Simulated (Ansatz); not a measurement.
## Cs on Ni(111): change of the work function

How does one ordered layer of Cs (fcc site) change the work function of Ni(111), and what dipole does each adsorbate carry?

Method: plane-wave DFT, PBE, Ansatz PAW, in Ansatz 0.2.0.

### Step 1. The starting structure

The cell holds 4 atoms: 4 Ni. Its edges and angles: a = 2.489 Å, b = 2.489 Å, c = 24.097 Å, α = 90.0°, β = 90.0°, γ = 60.0°. Vacuum lies along c.

### Step 2. The clean slab

The bare slab comes first, as the zero from which every change is counted. The two lowest layers are held at bulk places and the upper ones relax. The dipole correction removes the false field that a one-sided slab makes across the periodic vacuum, so each face gets a flat vacuum level of its own.

Contents of input.yaml:

```yaml
crystal:
  lattice:
    - [2.4890158698, 0.0, 0.0]
    - [1.2445079349, 2.1555509736, 0.0]
    - [0.0, 0.0, 24.0968188426]
  atoms:
    - { symbol: Ni, position: [0.0, 0.0, 0.3734932839], spin: 0.7 }
    - { symbol: Ni, position: [0.3333333333, 0.3333333333, 0.4578310946], spin: 0.7 }
    - { symbol: Ni, position: [0.6666666667, 0.6666666667, 0.5421689054], spin: 0.7 }
    - { symbol: Ni, position: [0.0, 0.0, 0.6265067161], spin: 0.7 }
magnetization:
  spin_polarized: true
kpoints:
  mp_grid: { grid: [12, 12, 1] }
hamiltonian:
  xc: pbe
scf:
  occupations: { method: fermi_dirac, width: 0.1 }
  convergence: { dr2_threshold: 1.0e-08 }
efield:
  axis: 3
  dipole_correction: true
  ramp_position: 0.97
  ramp_width: 0.06
relax:
  f_tol: 0.02
  max_steps: 60
  constraints: [{ sites: [0, 1] }]
output:
  write_potential: true
  write_density: true
  volumetric_format: npy
```

On the command line:

```
> ansatz run input.yaml --threads 4 --pin off --max-ram 6144MiB --backend cpu --events-out ev --progress --plain --runs-dir out
```

Numbers of over 12 decimals in the logs are rounded to 6 here.

The log of the run:

```text
Engine: ansatz 0.2.0, aarch64-unknown-linux-gnu
Pseudopotentials: kind: paw
Pseudopotential: Ni, paw, valence charge 18, recommended cutoff 420 eV (normal), Ni.paw.azcp
Functional definition: PBE
  parameter kappa = 0.804
  parameter beta = 0.066725
  exchange = pbe_x(kappa = kappa, mu = beta*pi^2/3)
  correlation = pbe_c(beta = beta)
Crystal: 4 atoms, lattice volume = 129.284 Å³
Basis set: ecut = 420 eV, 2439 PW (Γ), exchange–correlation on 36×36×324 points (8 copies of the dense FFT grid, shifted against one another)
Bands: 45, of which v1, the nominal top of the filled ones, is band 36 counted from 1 (35 counted from 0)
Symmetry: 6 space group operations
k-points: 19 of 144 (time reversal used)
Non-local potential: Ni, projectors of the file, l = 0: 3, l = 1: 2, l = 2: 3, l = 3: 1
PAW form: soft (Blöchl's): semilocal exchange-correlation on the pseudo side does not see the compensation charge
PAW one-centre angular grid: Ni, 590 points (default); XC on 64 Gauss nodes
Initial density: superposition of atomic densities (neutral atoms: chi_scale 0, normalization atom)
Starting moments: Σ|m| = 2.8 μB on 4 of 4 sites
Initial wavefunctions: pseudopotential atomic-orbital guess
Functional: x = pbe(κ = 0.804, μ = 0.219515), c = pbe(β = 0.066725)
SCF iter   1: F=—  HF=-23353.905145 eV  |F-HF|=—  |Δ(HF+E_count)|=         —  Δρ=2.86e-2 (↑1.12e-2 ↓2.86e-2)  dr2=2.62e0  dr2_m=2.76e-1  M=2.997 μB ∫|m|=3.146 μB  β_m=1.00  ethr=3.10e-3  p=0.000 e·Å  D=3.58e-13 V/Å  ΔV_dip=-0.00 eV  dr2_dipole=4.80e-7  V_vac-E_F(+/−)=7.25/7.25 eV  ⟨swp⟩=10.9  Hψ=8806  notcnv=0  defer=16
Mixer restart at iter 1: flushing history
efield: sawtooth ramp at fractional position 0.9700 (set: `efield.ramp_position`, or a place that a band, a saddle search or an elastic batch's reference lends), width 0.0600; the density the first Hamiltonian is built on has a dipole p = 0.000 e·Å; the dipole correction subtracts the counter field D = 3.58e-13 V/Å, which shifts the + side's vacuum level by -0.00 eV against the − side's; the planar-averaged density in the ramp window peaks in size at 7.6e-6 e/Å³
preconditioner: auto → LDOS  [metal: Δε(μ)=0.005 eV  Ē_g=7.174 eV  σ=0.100 eV  W_gap=0.01  n_scr=18 (ndim 8)  ℏωp=20.7 eV  f_vac=0.604  D(μ)=7.90/eV (n_scr^D=102)]
spin=Collinear: LDOS preconditioning applied to the charge; magnetization (m = ρ↑ − ρ↓) channel mixes plain (no charge-response kernel on spin).
SCF iter   2: F=—  HF=-23354.537091 eV  |F-HF|=—  |Δ(HF+E_count)|=   6.32e-1  Δρ=1.21e-2 (↑1.21e-2 ↓9.37e-3)  dr2=4.70e-1  dr2_m=6.08e-3  M=2.950 μB ∫|m|=3.239 μB  β_m=0.32  ethr=3.10e-3  p=-0.000 e·Å  D=-1.18e-5 V/Å  ΔV_dip=0.00 eV  dr2_dipole=1.68e-7  V_vac-E_F(+/−)=6.45/6.45 eV  ⟨swp⟩=2.3  Hψ=2954  notcnv=0  defer=39
density mixer auto → msr1: a metal under ldos (density of states about μ 3.85 of a free-electron gas's, 18 screened modes)
SCF iter   3: F=—  HF=-23355.900692 eV  |F-HF|=—  |Δ(HF+E_count)|=    1.36e0  Δρ=6.31e-3 (↑6.31e-3 ↓4.98e-3)  dr2=1.22e-1  dr2_m=5.55e-3  M=2.942 μB ∫|m|=3.263 μB  β_m=0.52  ethr=6.53e-4  p=-0.000 e·Å  D=-2.38e-7 V/Å  ΔV_dip=0.00 eV  dr2_dipole=6.09e-9  V_vac-E_F(+/−)=6.01/6.01 eV  ⟨swp⟩=3.0  Hψ=2841  notcnv=0  defer=40
SCF iter   4: F=—  HF=-23357.393573 eV  |F-HF|=—  |Δ(HF+E_count)|=         —  Δρ=6.98e-3 (↑4.12e-3 ↓6.98e-3)  dr2=1.03e-1  dr2_m=3.75e-3  M=2.826 μB ∫|m|=3.215 μB  β_m=0.52  ethr=1.70e-4  p=-0.000 e·Å  D=-2.46e-6 V/Å  ΔV_dip=0.00 eV  dr2_dipole=3.12e-9  V_vac-E_F(+/−)=5.44/5.44 eV  ⟨swp⟩=3.7  Hψ=3872  notcnv=0  defer=38
SCF iter   5: F=—  HF=-23357.642354 eV  |F-HF|=—  |Δ(HF+E_count)|=   2.49e-1  Δρ=4.88e-3 (↑1.50e-3 ↓4.88e-3)  dr2=3.19e-2  dr2_m=5.57e-3  M=2.736 μB ∫|m|=3.135 μB  β_m=0.76  ethr=1.43e-4  p=0.000 e·Å  D=9.90e-7 V/Å  ΔV_dip=-0.00 eV  dr2_dipole=4.35e-9  V_vac-E_F(+/−)=5.26/5.26 eV  ⟨swp⟩=2.4  Hψ=2763  notcnv=0  defer=40
SCF iter   6: F=—  HF=-23357.693928 eV  |F-HF|=—  |Δ(HF+E_count)|=   5.16e-2  Δρ=2.88e-3 (↑1.47e-3 ↓2.88e-3)  dr2=1.26e-2  dr2_m=1.52e-3  M=2.669 μB ∫|m|=3.070 μB  β_m=0.86  ethr=4.44e-5  p=-0.000 e·Å  D=-5.87e-6 V/Å  ΔV_dip=0.00 eV  dr2_dipole=2.12e-8  V_vac-E_F(+/−)=5.15/5.15 eV  ⟨swp⟩=2.2  Hψ=2708  notcnv=0  defer=40
SCF iter   7: F=—  HF=-23357.694448 eV  |F-HF|=—  |Δ(HF+E_count)|=   5.20e-4  Δρ=2.31e-3 (↑1.35e-3 ↓2.31e-3)  dr2=9.68e-3  dr2_m=5.46e-4  M=2.662 μB ∫|m|=3.065 μB  β_m=0.72  ethr=1.75e-5  p=0.000 e·Å  D=1.37e-5 V/Å  ΔV_dip=-0.00 eV  dr2_dipole=5.02e-8  V_vac-E_F(+/−)=5.06/5.06 eV  ⟨swp⟩=2.7  Hψ=3609  notcnv=0  defer=46
SCF iter   8: F=—  HF=-23357.693229 eV  |F-HF|=—  |Δ(HF+E_count)|=   1.22e-3  Δρ=4.06e-4 (↑1.85e-4 ↓4.06e-4)  dr2=3.64e-4  dr2_m=1.71e-5  M=2.660 μB ∫|m|=3.064 μB  β_m=0.68  ethr=1.34e-5  p=-0.000 e·Å  D=-3.61e-6 V/Å  ΔV_dip=0.00 eV  dr2_dipole=1.02e-8  V_vac-E_F(+/−)=5.09/5.09 eV  ⟨swp⟩=2.0  Hψ=2577  notcnv=0  defer=48
SCF iter   9: F=—  HF=-23357.693190 eV  |F-HF|=—  |Δ(HF+E_count)|=   3.90e-5  Δρ=1.79e-4 (↑7.00e-5 ↓1.79e-4)  dr2=3.02e-5  dr2_m=1.70e-5  M=2.661 μB ∫|m|=3.067 μB  β_m=0.69  ethr=5.05e-7  p=0.000 e·Å  D=3.88e-6 V/Å  ΔV_dip=-0.00 eV  dr2_dipole=1.52e-8  V_vac-E_F(+/−)=5.09/5.09 eV  ⟨swp⟩=3.2  Hψ=3585  notcnv=0  defer=48
SCF iter  10: F=—  HF=-23357.693186 eV  |F-HF|=—  |Δ(HF+E_count)|=   3.73e-6  Δρ=5.06e-5 (↑4.30e-5 ↓5.06e-5)  dr2=1.84e-6  dr2_m=2.32e-6  M=2.661 μB ∫|m|=3.067 μB  β_m=0.80  ethr=4.19e-8  p=-0.000 e·Å  D=-3.65e-6 V/Å  ΔV_dip=0.00 eV  dr2_dipole=5.47e-9  V_vac-E_F(+/−)=5.08/5.08 eV  ⟨swp⟩=2.1  Hψ=2596  notcnv=0  defer=48
SCF iter  11: F=—  HF=-23357.693187 eV  |F-HF|=—  |Δ(HF+E_count)|=   9.69e-7  Δρ=2.04e-5 (↑1.28e-5 ↓2.04e-5)  dr2=6.04e-7  dr2_m=1.91e-7  M=2.661 μB ∫|m|=3.067 μB  β_m=0.87  ethr=2.55e-9  p=0.000 e·Å  D=7.85e-6 V/Å  ΔV_dip=-0.00 eV  dr2_dipole=2.85e-8  V_vac-E_F(+/−)=5.08/5.08 eV  ⟨swp⟩=2.1  Hψ=2536  notcnv=0  defer=48
SCF iter  12: F=—  HF=-23357.693187 eV  |F-HF|=—  |Δ(HF+E_count)|=   2.54e-7  Δρ=1.80e-5 (↑1.52e-5 ↓1.80e-5)  dr2=9.37e-7  dr2_m=1.72e-8  M=2.661 μB ∫|m|=3.067 μB  β_m=0.65  ethr=8.40e-10  p=-0.000 e·Å  D=-1.24e-5 V/Å  ΔV_dip=0.00 eV  dr2_dipole=7.49e-8  V_vac-E_F(+/−)=5.08/5.08 eV  ⟨swp⟩=2.4  Hψ=3336  notcnv=0  defer=48
SCF iter  13: F=—  HF=-23357.693187 eV  |F-HF|=—  |Δ(HF+E_count)|=   2.15e-7  Δρ=3.06e-6 (↑2.12e-6 ↓3.06e-6)  dr2=3.80e-8  dr2_m=2.53e-9  M=2.661 μB ∫|m|=3.067 μB  β_m=0.82  ethr=8.40e-10  p=-0.000 e·Å  D=-2.07e-6 V/Å  ΔV_dip=0.00 eV  dr2_dipole=9.62e-9  V_vac-E_F(+/−)=5.08/5.08 eV  ⟨swp⟩=2.1  Hψ=2509  notcnv=0  defer=48
[...]
density mixer auto → msr1: a metal under ldos (density of states about μ 3.54 of a free-electron gas's, 18 screened modes)
SCF iter   3: F=—  HF=-23357.695252 eV  |F-HF|=—  |Δ(HF+E_count)|=   3.46e-6  Δρ=3.61e-4 (↑3.61e-4 ↓2.26e-4)  dr2=1.98e-4  dr2_m=3.76e-5  M=2.664 μB ∫|m|=3.069 μB  β_m=0.44  ethr=1.15e-6  p=0.001 e·Å  D=1.05e-3 V/Å  ΔV_dip=-0.03 eV  dr2_dipole=3.96e-5  V_vac-E_F(+/−)=5.05/5.08 eV  ⟨swp⟩=1.8  Hψ=2160  notcnv=0  defer=48
SCF iter   4: F=—  HF=-23357.695307 eV  |F-HF|=—  |Δ(HF+E_count)|=   5.46e-5  Δρ=1.71e-4 (↑1.71e-4 ↓1.57e-4)  dr2=3.30e-5  dr2_m=2.06e-5  M=2.663 μB ∫|m|=3.067 μB  β_m=0.46  ethr=2.74e-7  p=0.001 e·Å  D=8.26e-4 V/Å  ΔV_dip=-0.02 eV  dr2_dipole=2.45e-8  V_vac-E_F(+/−)=5.06/5.08 eV  ⟨swp⟩=1.5  Hψ=1942  notcnv=0  defer=48
SCF iter   5: F=—  HF=-23357.695322 eV  |F-HF|=—  |Δ(HF+E_count)|=   1.50e-5  Δρ=7.39e-5 (↑5.22e-5 ↓7.39e-5)  dr2=5.11e-6  dr2_m=4.02e-6  M=2.662 μB ∫|m|=3.067 μB  β_m=0.61  ethr=4.58e-8  p=0.000 e·Å  D=6.00e-4 V/Å  ΔV_dip=-0.01 eV  dr2_dipole=8.35e-7  V_vac-E_F(+/−)=5.07/5.08 eV  ⟨swp⟩=2.2  Hψ=2990  notcnv=0  defer=48
SCF iter   6: F=—  HF=-23357.695328 eV  |F-HF|=—  |Δ(HF+E_count)|=   6.07e-6  Δρ=4.54e-5 (↑4.33e-5 ↓4.54e-5)  dr2=5.56e-6  dr2_m=7.72e-7  M=2.661 μB ∫|m|=3.066 μB  β_m=0.57  ethr=7.10e-9  p=0.000 e·Å  D=4.49e-4 V/Å  ΔV_dip=-0.01 eV  dr2_dipole=1.55e-7  V_vac-E_F(+/−)=5.07/5.08 eV  ⟨swp⟩=3.1  Hψ=3523  notcnv=0  defer=48
SCF iter   7: F=—  HF=-23357.695328 eV  |F-HF|=—  |Δ(HF+E_count)|=   4.71e-7  Δρ=2.52e-5 (↑2.52e-5 ↓1.49e-5)  dr2=2.59e-6  dr2_m=2.45e-7  M=2.661 μB ∫|m|=3.065 μB  β_m=0.52  ethr=7.10e-9  p=0.000 e·Å  D=3.65e-4 V/Å  ΔV_dip=-0.01 eV  dr2_dipole=9.20e-7  V_vac-E_F(+/−)=5.07/5.08 eV  ⟨swp⟩=2.1  Hψ=2796  notcnv=0  defer=48
SCF iter   8: F=—  HF=-23357.695328 eV  |F-HF|=—  |Δ(HF+E_count)|=   1.09e-7  Δρ=1.02e-5 (↑9.83e-6 ↓1.02e-5)  dr2=4.19e-8  dr2_m=1.01e-7  M=2.661 μB ∫|m|=3.065 μB  β_m=0.69  ethr=3.59e-9  p=0.000 e·Å  D=3.80e-4 V/Å  ΔV_dip=-0.01 eV  dr2_dipole=2.31e-9  V_vac-E_F(+/−)=5.07/5.08 eV  ⟨swp⟩=2.4  Hψ=2348  notcnv=0  defer=48
SCF iter   9: F=—  HF=-23357.695329 eV  |F-HF|=—  |Δ(HF+E_count)|=   1.88e-7  Δρ=4.90e-6 (↑4.06e-6 ↓4.90e-6)  dr2=1.37e-7  dr2_m=1.16e-8  M=2.660 μB ∫|m|=3.065 μB  β_m=0.62  ethr=5.82e-11  p=0.000 e·Å  D=3.76e-4 V/Å  ΔV_dip=-0.01 eV  dr2_dipole=2.32e-9  V_vac-E_F(+/−)=5.07/5.08 eV  ⟨swp⟩=3.1  Hψ=3692  notcnv=0  defer=48
SCF iter  10: F=—  HF=-23357.695329 eV  |F-HF|=—  |Δ(HF+E_count)|=   1.71e-9  Δρ=2.50e-6 (↑2.50e-6 ↓2.28e-6)  dr2=2.54e-8  dr2_m=3.15e-9  M=2.660 μB ∫|m|=3.065 μB  β_m=0.56  ethr=5.82e-11  p=0.000 e·Å  D=3.70e-4 V/Å  ΔV_dip=-0.01 eV  dr2_dipole=7.77e-9  V_vac-E_F(+/−)=5.07/5.08 eV  ⟨swp⟩=2.3  Hψ=3260  notcnv=0  defer=48
SCF iter  11: F=—  HF=-23357.695329 eV  |F-HF|=—  |Δ(HF+E_count)|=   4.01e-9  Δρ=1.37e-6 (↑1.37e-6 ↓1.25e-6)  dr2=3.06e-9  dr2_m=1.07e-9  M=2.660 μB ∫|m|=3.065 μB  β_m=0.56  ethr=3.52e-11  p=0.000 e·Å  D=3.74e-4 V/Å  ΔV_dip=-0.01 eV  dr2_dipole=4.16e-10  V_vac-E_F(+/−)=5.07/5.08 eV  ⟨swp⟩=2.0  Hψ=2494  notcnv=0  defer=48
SCF iter  12: F=—  HF=-23357.695329 eV  |F-HF|=—  |Δ(HF+E_count)|=  2.91e-11  Δρ=9.58e-7 (↑9.58e-7 ↓4.74e-7)  dr2=1.32e-9  dr2_m=5.62e-10  M=2.660 μB ∫|m|=3.065 μB  β_m=0.78  ethr=4.26e-12  p=0.000 e·Å  D=3.75e-4 V/Å  ΔV_dip=-0.01 eV  dr2_dipole=6.95e-11  V_vac-E_F(+/−)=5.07/5.08 eV  ⟨swp⟩=2.1  Hψ=2475  notcnv=0  defer=48
SCF iter  13: F=—  HF=-23357.695329 eV  |F-HF|=—  |Δ(HF+E_count)|=   1.55e-9  Δρ=2.67e-6 (↑4.00e-7 ↓2.67e-6)  dr2=1.68e-8  dr2_m=1.71e-9  M=2.660 μB ∫|m|=3.065 μB  β_m=0.89  ethr=1.84e-12  p=0.000 e·Å  D=3.77e-4 V/Å  ΔV_dip=-0.01 eV  dr2_dipole=1.69e-11  V_vac-E_F(+/−)=5.07/5.08 eV  ⟨swp⟩=2.1  Hψ=2451  notcnv=0  defer=48
SCF iter  14: F=-23357.695329 eV  HF=-23357.695329 eV  |F-HF|=3.21e-9  |Δ(HF+E_count)|=  6.80e-10  Δρ=9.79e-7 (↑4.19e-7 ↓9.79e-7)  dr2=3.30e-9  dr2_m=1.18e-10  M=2.660 μB ∫|m|=3.065 μB  ethr=1.84e-12  p=0.000 e·Å  D=3.78e-4 V/Å  ΔV_dip=-0.01 eV  dr2_dipole=6.52e-10  V_vac-E_F(+/−)=5.07/5.08 eV  ⟨swp⟩=6.4  Hψ=10591  notcnv=0
SCF 3 converged in 14 iterations: F = -23357.695329 eV  dr2 = 3.30e-9
relax step   3: F+E_penalty+E_count = -23357.69532856 eV  Δ(F+E_penalty+E_count) = -7.169e-4 eV  max|allowed force component| = 2.492e-3 eV/Å  Δτ_max = 0.0193 Å  (14 SCF iters, accepted)
NSCF: frozen V_eff on 19 k-points
the band table was solved once a step of the walk had ended and its energy, with any forces and stress, was formed, with the checks that follow a solve (9205 applications of the Hamiltonian). They found nothing against the state; the energy, forces and stress were not computed again (output.eigenvalues in the input reference)
WARN: The output density's exchange-correlation potential varies sharply where the density is thin. Do not read a vacuum level from v_tot or v_xc, or from such a field of the output density. On a cell that repeats whose density bears no net charge and no dipole along the vacuum's axis use v_es (v_loc + v_h of the components); under efield.dipole_correction with no amplitude use v_es + v_field, which holds any externa [...]
SCF converged after 14 iterations
Magnetization: 2.6604 μB (37.3302 up, 34.6698 down)
Absolute magnetization: 3.0681 μB (∫|ρ↑−ρ↓|, with the PAW one-centre terms)
Spin contamination: 0.0397 ħ² per cell (⟨S²⟩ above its minimum at these occupations)
Per-site moments (μB) at R_I (Å): [(0.697093, 1.026719), (0.715500, 1.024444), (0.716982, 1.017614), (0.700575, 1.017614)]
Free energy (F): -23357.695329 eV
Harris-Foulkes:  -23357.695329 eV  (|F-HF|=3.21e-9)
Internal energy: -23357.459514 eV  (E = F + TS)
E sigma→0 (E₀):  -23357.577421 eV
Entropy (-TS):   -0.235815 eV (-58.954 meV/atom)
Fermi energy:    2.806611 eV
Dipole field:    D = 0.000421 V/Å  (p = 0.000301 e·Å, saw-weighted, corrected)
Work function:   Φ+ = 5.0720 eV   Φ− = 5.0821 eV
Levels:          The Fermi level and band energies are counted from a zero that moves with the ramp; work functions are not
--- Per-component energies (eV) ---
  E_band       = -2233.047899
  E_kinetic    = 1126.070205
  E_local      = -172553.849253  (includes V_loc(G=0)·N_el)
  E_nonlocal   = 2547.333315
  E_hartree    = 84594.355763
  E_xc         = -336.334421
  E_vxc        = -433.429845  (∫ρ·V_xc dr)
  E_paw        = -6522.740077  (= ΣΔE_a)
  E_vpaw       = -2107.890493  (= ΣTr[D̂ρ^β])
  E_aug_tail   = 0.002094  (compensation charges beyond the density's cutoff)
  E_efield     = 0.000000  (sawtooth field / dipole correction)
  E_vefield    = 0.000308  (∫n·V_field dr)
  E_ewald      = 67787.702860
  E_smearing   = -0.235815  (= −TS)
  E_closure    = -0.000000  (closes the sum)
  Σ components = -23357.695329   (vs F -23357.695329, Δ=0.00e0)
--- Forces (eV/Å), atoms counted from 1 ---
  atom   1  Ni    -0.00000000    -0.00000000     0.14360150
  atom   2  Ni    -0.00000000     0.00000000    -0.14452133
  atom   3  Ni     0.00000000     0.00000000    -0.00158587
  atom   4  Ni    -0.00000000     0.00000000     0.00249198
  max |Σ_I F_I| component: 1.37e-5 eV/Å
--- Band table (eV; the first three rows and the last of 38) ---
  k-point 0 ↑: bands = [... 32 lower, 1.4980, 1.6464, 1.6464, 2.0208, 2.0208, 2.1301, 2.1788, 2.1788, ... 5 higher]
  k-point 1 ↑: bands = [... 32 lower, 1.4402, 1.5080, 1.6627, 1.6938, 1.8504, 2.0182, 2.1827, 2.7997, ... 5 higher]
  k-point 2 ↑: bands = [... 32 lower, 1.2167, 1.3936, 1.5035, 1.6730, 2.0108, 2.1822, 2.1914, 3.6577, ... 5 higher]
  k-point 18 ↓: bands = [... 32 lower, 2.7441, 2.8850, 2.8850, 2.8927, 7.8453, 8.0826, 8.0958, 8.8517, ... 5 higher]
--- Relaxed structure (3 steps of the walk, 3 accepted, 0 SCFs on fresh bases) ---
  F+E_penalty+E_count = -23357.69532856 eV   max|allowed force component| = 2.492e-3 eV/Å
  atoms:
    - { symbol: Ni, position: [0.0, 0.0, 0.373493] }
    - { symbol: Ni, position: [0.333333, 0.333333, 0.4578310946] }
    - { symbol: Ni, position: [0.666667, 0.666667, 0.541888] }
    - { symbol: Ni, position: [0, 0.0, 0.625102] }
```

Elapsed: 23 s, on 4 threads of Arm Neoverse V2, shared host; peak memory 0.52 GiB; 88 s of CPU time.

Relaxation path:

```tsv
step	energy less that of the first step (eV)	largest force component (eV/Å)
1	0.0000	0.1468
2	-0.0014	0.0868
3	-0.0021	0.0025
```

Forces are held to the 6 operations that the run works with; a distortion that breaks them can't arise in this run.

The atoms that moved most (Å):

```tsv
atom	dx	dy	dz	length
Ni4	0.000	0.000	-0.034	0.034
Ni3	0.000	0.000	-0.007	0.007
```

This step gave:

```
energy at zero smearing   : -23357.5774 eV
total moment              : 2.660 μB
site moments              : 0.6971, 0.7155, 0.7170, 0.7006 μB
work function, upper face : 5.072 eV
dipole along the normal   : 3.01e-4 e·Å
```

Running mean over 2.032 Å of the planar mean; the ramp of the sawtooth is left out. The electron's electrostatic potential energy less the Fermi level by z:

z (Å), electron's electrostatic potential energy less the Fermi level (eV) and a bar from the least value:
```
      3.0        5.1 ##############################
      3.5        5.1 ##############################
      4.0        5.1 ##############################
      4.5        5.1 ##############################
      5.0        5.1 ##############################
      5.5        5.1 ##############################
      6.0        5.0 ##############################
      6.5        4.9 ##############################
      7.0        4.4 #############################
      7.5        2.2 #########################
      8.0       -3.2 ##############
      8.5       -8.4 ####
      9.0      -10.0 #
      9.5      -10.3 #
     10.0      -10.3 #
     10.5      -10.4 #
     11.0      -10.4 
     11.5      -10.4 
     12.0      -10.5 
     12.5      -10.5 
     13.0      -10.4 
     13.5      -10.5 
     14.0      -10.6 
     14.5      -10.5 
     15.0      -10.2 #
     15.5       -8.8 ####
     16.0       -4.0 #############
     16.5        1.7 ########################
     17.0        4.3 ############################
     17.5        4.9 ##############################
     18.0        5.0 ##############################
     18.5        5.1 ##############################
     19.0        5.1 ##############################
     19.5        5.1 ##############################
     20.0        5.1 ##############################
     20.5        5.1 ##############################
     21.0        5.1 ##############################
```

Site moment by atom:

```tsv
atom	site moment (μB)
Ni1	0.697
Ni2	0.715
Ni3	0.717
Ni4	0.701
```

The relaxation took 3 steps and lowered the energy by 0.0021 eV; the largest force on the free atoms ends at 0.0025 eV/Å.

The work function of the upper face is 5.07 eV.

(Continued in part 2 of 2.)

[Logs are printed without paths, hosts, clocks, repeated set-up lines and the standing remarks that a program may print on its own settings, such as how far it seeks lower states.]

[Hosts, paths, dates, database ids (printed as entryN), source tags and the programs' standing remarks are cut or masked in the printed files.]

[Maps of the electrostatic potential energy from Ansatz leave out the sawtooth potential of an applied field or a dipole correction, so their vacuum need not be flat; planar profiles and work functions include it.]
